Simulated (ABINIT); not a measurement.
# A GW run on Te (P3_121) in ABINIT, with inputs changed

Aim: change inputs of a GW run on Te (P3_121) and see what moves.

Main program and level: ABINIT 10.8.3; PBE and many-body steps on it, plane waves.

## Step 1: The structure

It takes space group P3_121 (No. 152, trigonal). Conventional cell: a = 4.457 Å, b = 4.457 Å, c = 5.929 Å, α = 90.00°, β = 90.00°, γ = 120.00°. Te has 2 Te at 2.84 Å nearest.

The cell and positions come from the Crystallography Open Database and are kept as given unless a step says otherwise. Spin-orbit coupling is left out unless a step names it.

## Step 2: Screening, 3×3×2 mesh, 143 bands, screening to 122.5 eV

This step: ABINIT 10.8.3; RPA screening on PBE, plane waves, norm-conserving pseudopotentials.

The RPA dielectric matrix is built and inverted for each q.

run.abi

```
acell 3*1.0 Angstrom
rprim 
  4.457199999972 0.000000000006 0.000000000000
  -2.228599999992 3.860048429721 0.000000000000
  0.000000000000 0.000000000000 5.929000000000
ntypat 1
znucl 52
natom 3
typat 1 1 1
xred 
  0.263300000000 0.000000000000 0.333333333333
  0.000000000000 0.263300000000 0.666666666667
  0.736700000000 0.736700000000 -0.000000000000
pp_dirpath "pseudos"
pseudos "Te.upf"
ecut 39
ngkpt 3 3 2
nshiftk 1
shiftk 0 0 0
kptopt 1
chksymbreak 0
istwfk *1
occopt 1
irdwfk 1
optdriver 3
nband 143
ecuteps 4.5
inclvkb 2
awtr 1
symchi 1
indata_prefix "in"
outdata_prefix "out"
tmpdata_prefix "tmp"
```

The run is started by

```console
> OMP_NUM_THREADS=1 mpirun -n 4 abinit run.abi > log
```

The program printed:

```text
.Version 10.8.3 of ABINIT. v10.8.2 released Aug 2026.

 Symmetries : space group P3_1 2 1 (#152); Bravais hP (primitive hexag.)
[... echo of the input left out ...]
== DATASET  1 ==================================================================
-   mpi_nproc: 4, omp_nthreads: 1 (-1 if OMP is not activated)

--- !DatasetInfo
iteration_state: {dtset: 1, }
dimensions: {natom: 3, nkpt: 6, mband: 143, nsppol: 1, nspinor: 1, nspden: 1, mpw: 8029, }
cutoff_energies: {ecut:  39.0, pawecutdg:  -1.0, }
electrons: {nelect:   7.20000000E+01, charge:   0.00000000E+00, occopt:   1.00000000E+00, tsmear:   1.00000000E-02, }

 SCREENING: Calculation of the susceptibility and dielectric matrices

 Based on a program developped by R.W. Godby, V. Olevano, G. Onida, and L. Reining.
 Incorporated in ABINIT by V. Olevano, G.-M. Rignanese, and M. Torrent.
.Using double precision arithmetic ; gwpc =  8

[... cell and pseudopotentials left out ...]
--------------------------------------------------------------------------------

 ==== K-mesh for the wavefunctions ====
 Number of points in the irreducible wedge :     6
[... list of points left out ...]
 Together with  6 symmetry operations and time-reversal symmetry
 yields    18 points in the full Brillouin Zone.

 ==== Q-mesh for the screening function ====
 Number of points in the irreducible wedge :     6
[... list of points left out ...]
 Together with  6 symmetry operations and time-reversal symmetry
 yields    18 points in the full Brillouin Zone.

 setmesh: FFT mesh size selected  =    27x   27x   45
          total number of points  =        32805

 vcoul_init : cutoff-mode = AUXILIARY_FUNCTION
 q-points for optical limit:   1
     1)      0.000010    0.000020    0.000030

- screening: taking advantage of time-reversal symmetry
- Maximum band index for partially occupied states nbvw = 36
- Remaining bands to be divided among processors   nbcw = 107
- Number of bands treated by each node ~26

 Number of electrons calculated from density =   72.0000; Expected =   72.0000
 average of density, n =  0.104592
 r_s =    1.3167
 omega_plasma =   31.1965 [eV]

 calculating chi0 at frequencies [eV] :
  1    0.000000E+00    0.000000E+00
  2    0.000000E+00    3.119646E+01

--------------------------------------------------------------------------------
  q-point number  1        q = ( 0.000000, 0.000000, 0.000000) [r.l.u.]
--------------------------------------------------------------------------------
[... chi0 elements left out ...]
 For q-point:  0.000010 0.000020 0.000030
  dielectric constant =   1.40323E+03
  dielectric constant without local fields =   1.74708E+03

  Average fulfillment of the sum rule on Im[epsilon] for q-point    1 :     55.92  [%]
[... wings left out ...]
  q-point number  2        q = ( 0.333333, 0.000000, 0.000000) [r.l.u.]
--------------------------------------------------------------------------------
[... chi0 elements left out ...]
  Average fulfillment of the sum rule on Im[epsilon] for q-point    2 :     61.86  [%]

 [... 4 further q-points ...]
```

Run time: 72 s. Hardware: 4 MPI ranks of Intel Xeon Platinum 8375C at 2.90GHz (Ice Lake), shared host; peak memory 1.4 GiB.

Numbers from this step:

* ε∞ with local fields, on this mesh, along the program's q direction: 1403
* the same without local fields: 1747
* plasma frequency: 31.20 eV
* plane waves in the screening matrix: 305

Local fields lower ε∞ by 20 %. The value itself is an artefact of the mesh, where one narrow direct gap carries too much weight.

## Step 3: Base

The self-energy is evaluated for the states that the input lists, and the levels follow from it, in one-shot runs by the linearised quasiparticle equation.

This step: G0W0 on PBE, plane waves, norm-conserving pseudopotentials.

run.abi, as its differences from that of step 2:

```diff
@@ -24,8 +24,17 @@
 irdwfk 1
-optdriver 3
+optdriver 4
 nband 143
+gwcalctyp 0
+ecutsigx 39
+symsigma 1
+nkptgw 2
+kptgw 
+  0.3333333333 0.3333333333 0.5000000000
+  0.0000000000 0.0000000000 0.0000000000
+bdgw 
+  35 39
+  34 38
 ecuteps 4.5
-inclvkb 2
-awtr 1
-symchi 1
+irdscr 1
+ppmodel 1
 indata_prefix "in"
```

The program printed:

```text
.Version 10.8.3 of ABINIT. v10.8.2 released Aug 2026.

 Symmetries : space group P3_1 2 1 (#152); Bravais hP (primitive hexag.)
[... echo of the input left out ...]
== DATASET  1 ==================================================================
-   mpi_nproc: 4, omp_nthreads: 1 (-1 if OMP is not activated)

--- !DatasetInfo
iteration_state: {dtset: 1, }
dimensions: {natom: 3, nkpt: 6, mband: 143, nsppol: 1, nspinor: 1, nspden: 1, mpw: 8029, }
cutoff_energies: {ecut:  39.0, pawecutdg:  -1.0, }
electrons: {nelect:   7.20000000E+01, charge:   0.00000000E+00, occopt:   1.00000000E+00, tsmear:   1.00000000E-02, }

 SIGMA: Calculation of the GW corrections

 Based on a program developped by R.W. Godby, V. Olevano, G. Onida, and L. Reining.
 Incorporated in ABINIT by V. Olevano, G.-M. Rignanese, and M. Torrent.
.Using double precision arithmetic ; gwpc =  8

[... cell and pseudopotentials left out ...]
--------------------------------------------------------------------------------

 ==== K-mesh for the wavefunctions ====
 Number of points in the irreducible wedge :     6
[... list of points left out ...]
 Together with  6 symmetry operations and time-reversal symmetry
 yields    18 points in the full Brillouin Zone.

 ==== Q-mesh for screening function ====
 Number of points in the irreducible wedge :     6
[... list of points left out ...]
 Together with  6 symmetry operations and time-reversal symmetry
 yields    18 points in the full Brillouin Zone.

 vcoul_init : cutoff-mode = AUXILIARY_FUNCTION
 q-points for optical limit:   1
     1)      0.000010    0.000020    0.000030
 setmesh: FFT mesh size selected  =    45x   45x   72
          total number of points  =       145800

 Number of electrons calculated from density =   72.0000; Expected =   72.0000
 average of density, n =  0.104592
 r_s =    1.3167
 omega_plasma =   31.1965 [eV]

 === KS Band Gaps ===
  >>>> For spin  1
   Minimum direct gap =   0.1818 [eV], located at k-point      :   0.3333  0.3333  0.5000
   Fundamental gap    =   0.1818 [eV], Top of valence bands at :   0.3333  0.3333  0.5000
                                       Bottom of conduction at :   0.3333  0.3333  0.5000
 SIGMA fundamental parameters:
 PLASMON POLE MODEL  1
 number of plane-waves for SigmaX                 8029
 number of plane-waves for SigmaC and W            305
 number of plane-waves for wavefunctions          8029
 number of bands                                   143
 number of independent spin polarizations            1
 number of spinorial components                      1
 number of k-points in IBZ                           6
 number of q-points in IBZ                           6
 number of symmetry operations                       6
 number of k-points in BZ                           18
 number of q-points in BZ                           18
 number of frequencies for dSigma/dE                 9
 frequency step for dSigma/dE [eV]                0.25
 number of omega for Sigma on real axis              0
 max omega for Sigma on real axis  [eV]           0.00
 zcut for avoiding poles [eV]                     0.10

 EPSILON^-1 parameters (SCR file):
 dimension of the eps^-1 matrix on file            305
 dimension of the eps^-1 matrix used               305
 number of plane-waves for wavefunctions          8029
 number of bands                                   143
 number of q-points in IBZ                           6
 number of frequencies                               2
 number of real frequencies                          1
 number of imag frequencies                          1

 matrix elements of self-energy operator (all in [eV])

 Perturbative Calculation

--- !SelfEnergy_ee
iteration_state: {dtset: 1, }
kpoint     : [   0.333,    0.333,    0.500, ]
spin       : 1
KS_gap     :    0.182
QP_gap     :    0.430
Delta_QP_KS:    0.248
data: !SigmaeeData |
     Band     E0 <VxcDFT>   SigX SigC(E0)      Z dSigC/dE  Sig(E)    E-E0       E
       35   6.789 -13.358 -14.464   1.124   0.792  -0.263 -13.343   0.015   6.803
       36   6.789 -13.358 -14.464   1.124   0.792  -0.263 -13.343   0.015   6.803
       37   6.970 -12.734  -9.278  -3.125   0.794  -0.260 -12.471   0.263   7.233
       38   8.255 -12.751  -9.028  -3.369   0.793  -0.261 -12.470   0.281   8.536
       39   8.255 -12.751  -9.028  -3.369   0.793  -0.261 -12.470   0.281   8.536

--- !SelfEnergy_ee
iteration_state: {dtset: 1, }
kpoint     : [   0.000,    0.000,    0.000, ]
spin       : 1
KS_gap     :    1.788
QP_gap     :    2.199
Delta_QP_KS:    0.411
data: !SigmaeeData |
     Band     E0 <VxcDFT>   SigX SigC(E0)      Z dSigC/dE  Sig(E)    E-E0       E
       34   5.149 -12.231 -14.293   1.873   0.784  -0.275 -12.379  -0.148   5.001
       35   5.149 -12.231 -14.293   1.873   0.784  -0.275 -12.379  -0.148   5.001
       36   6.054 -12.584 -14.420   1.693   0.787  -0.270 -12.697  -0.113   5.941
       37   7.841 -13.079  -9.444  -3.257   0.790  -0.267 -12.781   0.298   8.140
       38   7.841 -13.079  -9.444  -3.257   0.790  -0.267 -12.781   0.298   8.140

== END DATASET(S) ==============================================================
================================================================================

 -outvars: echo values of variables after computation  --------
           etotal      0.0000000000E+00
            nband         143
             nkpt           6
          spgroup         152
 [... the other variables as echoed above ...]

 Calculation completed.
```

Elapsed: 15 s, on 4 MPI ranks; peak memory 1.1 GiB.

This step gave:

```yaml
g0w0_gap_on_the_points_computed: 0.4300 eV
starting_gap_on_the_mesh: 0.1818 eV
k_of_the_valence_top: 0.3333, 0.3333, 0.5
k_of_the_conduction_bottom: 0.3333, 0.3333, 0.5
z_at_the_valence_top: 0.792
z_at_the_conduction_bottom: 0.794
least_direct_g0w0_gap_on_the_computed_points: 0.4300 eV
```

The gap on the mesh goes from 0.18 eV to 0.43 eV, a correction of +0.25 eV.

## Step 4: Coulomb singularity

run.abi, as its differences from that of step 3:

```diff
@@ -39,2 +39,3 @@
 ppmodel 1
+gw_icutcoul 3
 indata_prefix "in"
```

The program printed:

```text
.Version 10.8.3 of ABINIT. v10.8.2 released Aug 2026.

 Symmetries : space group P3_1 2 1 (#152); Bravais hP (primitive hexag.)
[... echo of the input left out ...]
== DATASET  1 ==================================================================
-   mpi_nproc: 4, omp_nthreads: 1 (-1 if OMP is not activated)

--- !DatasetInfo
iteration_state: {dtset: 1, }
dimensions: {natom: 3, nkpt: 6, mband: 143, nsppol: 1, nspinor: 1, nspden: 1, mpw: 8029, }
cutoff_energies: {ecut:  39.0, pawecutdg:  -1.0, }
electrons: {nelect:   7.20000000E+01, charge:   0.00000000E+00, occopt:   1.00000000E+00, tsmear:   1.00000000E-02, }

 SIGMA: Calculation of the GW corrections

 Based on a program developped by R.W. Godby, V. Olevano, G. Onida, and L. Reining.
 Incorporated in ABINIT by V. Olevano, G.-M. Rignanese, and M. Torrent.
.Using double precision arithmetic ; gwpc =  8

[... cell and pseudopotentials left out ...]
--------------------------------------------------------------------------------

 ==== K-mesh for the wavefunctions ====
 Number of points in the irreducible wedge :     6
[... list of points left out ...]
 Together with  6 symmetry operations and time-reversal symmetry
 yields    18 points in the full Brillouin Zone.

 ==== Q-mesh for screening function ====
 Number of points in the irreducible wedge :     6
[... list of points left out ...]
 Together with  6 symmetry operations and time-reversal symmetry
 yields    18 points in the full Brillouin Zone.

 vcoul_init : cutoff-mode = CRYSTAL
 q-points for optical limit:   1
     1)      0.000010    0.000020    0.000030
 setmesh: FFT mesh size selected  =    45x   45x   72
          total number of points  =       145800

 Number of electrons calculated from density =   72.0000; Expected =   72.0000
[...]
number of omega for Sigma on real axis              0
 max omega for Sigma on real axis  [eV]           0.00
 zcut for avoiding poles [eV]                     0.10

 EPSILON^-1 parameters (SCR file):
 dimension of the eps^-1 matrix on file            305
 dimension of the eps^-1 matrix used               305
 number of plane-waves for wavefunctions          8029
 number of bands                                   143
 number of q-points in IBZ                           6
 number of frequencies                               2
 number of real frequencies                          1
 number of imag frequencies                          1

 matrix elements of self-energy operator (all in [eV])

 Perturbative Calculation

--- !SelfEnergy_ee
iteration_state: {dtset: 1, }
kpoint     : [   0.333,    0.333,    0.500, ]
spin       : 1
KS_gap     :    0.182
QP_gap     :    0.432
Delta_QP_KS:    0.250
data: !SigmaeeData |
     Band     E0 <VxcDFT>   SigX SigC(E0)      Z dSigC/dE  Sig(E)    E-E0       E
       35   6.789 -13.358 -14.136   0.961   0.797  -0.254 -13.213   0.145   6.934
       36   6.789 -13.358 -14.136   0.961   0.797  -0.254 -13.213   0.145   6.934
       37   6.970 -12.734  -9.278  -2.961   0.799  -0.251 -12.339   0.396   7.366
[...]
--- !SelfEnergy_ee
iteration_state: {dtset: 1, }
kpoint     : [   0.000,    0.000,    0.000, ]
spin       : 1
KS_gap     :    1.788
QP_gap     :    2.202
Delta_QP_KS:    0.414
data: !SigmaeeData |
     Band     E0 <VxcDFT>   SigX SigC(E0)      Z dSigC/dE  Sig(E)    E-E0       E
[...]
37   7.841 -13.079  -9.444  -3.094   0.795  -0.258 -12.649   0.430   8.272
       38   7.841 -13.079  -9.444  -3.094   0.795  -0.258 -12.649   0.430   8.272

== END DATASET(S) ==============================================================
================================================================================

 -outvars: echo values of variables after computation  --------
           etotal      0.0000000000E+00
            nband         143
             nkpt           6
          spgroup         152
 [... the other variables as echoed above ...]

 Calculation completed.
```

Elapsed: 14 s, on 4 MPI ranks; peak memory 1.1 GiB.

Numbers from this step:

- G0W0 gap on the points computed: 0.4320 eV
- starting gap on the mesh: 0.1818 eV
- k of the valence top: 0.3333, 0.3333, 0.5
- k of the conduction bottom: 0.3333, 0.3333, 0.5
- Z at the valence top: 0.797
- Z at the conduction bottom: 0.799
- least direct G0W0 gap on the computed points: 0.4320 eV

Against G0W0 in ABINIT (3×3×2 mesh, 143 bands, screening to 122.5 eV, Godby-Needs plasmon pole), the gap moves by +0.002 eV.

## Step 5: Side by side

Times are wall times on 4 MPI ranks of Intel Xeon Platinum 8375C at 2.90GHz (Ice Lake), shared host, good to a factor of about two. A run's time includes the screening step that it read.

```csv
run,mesh,bands,screening cutoff (eV),DFT gap (eV),gap on the mesh (eV),direct (eV),ε∞ used,time
base,3×3×2,143,122.5,0.182,0.430,0.430,1403.23,87 s
Coulomb singularity,3×3×2,143,122.5,0.182,0.432,0.432,1403.23,87 s
```

## Step 6: What came out

```
base                : 0.430 eV
Coulomb singularity : 0.432 eV
known limits        : not at the basis limit; model gap, bands may invert with spin-orbit coupling; screening runs away on this mesh; no spin-orbit coupling; coarse k mesh
```

**Reading.** Coulomb singularity: +0.002 eV against base (keys changed: gw_icutcoul). Bands and cutoff are finite, so the gap is not at the basis limit. The miss can reach some tenths of an eV and take either sign; the mesh is an error of its own. In the G0W0 runs levels were corrected at 2 k points alone, so a gap called «on the mesh» is the least over those, and an edge elsewhere would be missed. The 3×3×2 mesh is coarse for this cell, which bears on the long-range parts of exchange and screening. With atoms this heavy and so narrow a gap, spin-orbit coupling can invert the bands. These scalar-relativistic gaps are then model values, not to be set against experiment, and a spin-orbit change taken from DFT can't simply be added. On this mesh the RPA ε∞ passes 90, more than nearly any semiconductor shows; a coarse mesh does this where one point with a narrow direct gap carries much weight. The screening is then too strong, and the G0W0 gap should not be taken as the material's.

[Paths, hosts, dates, memory and timing lines, banners, echoed tables and standing remarks are left out of the program output.]

[Logs are printed without paths, hosts, clocks, repeated set-up lines and the standing remarks that a program may print on its own settings, such as how far it seeks lower states.]

[Runs of the session that timed out or met a known fault of the program may be left out.]

[Hosts, paths, dates, database ids (printed as entryN), source tags and the programs' standing remarks are cut or masked in the printed files.]

[G0W0 gaps are taken among the corrected bands and points alone; a level outside them can change the order at an edge.]

[Where Ansatz stands beside ABINIT at settings called matched, ABINIT's density can come from a denser mesh and the files from another edition; pairs whose starting gaps differed by over 0.03 eV were left out, so agreement reads better than it is.]
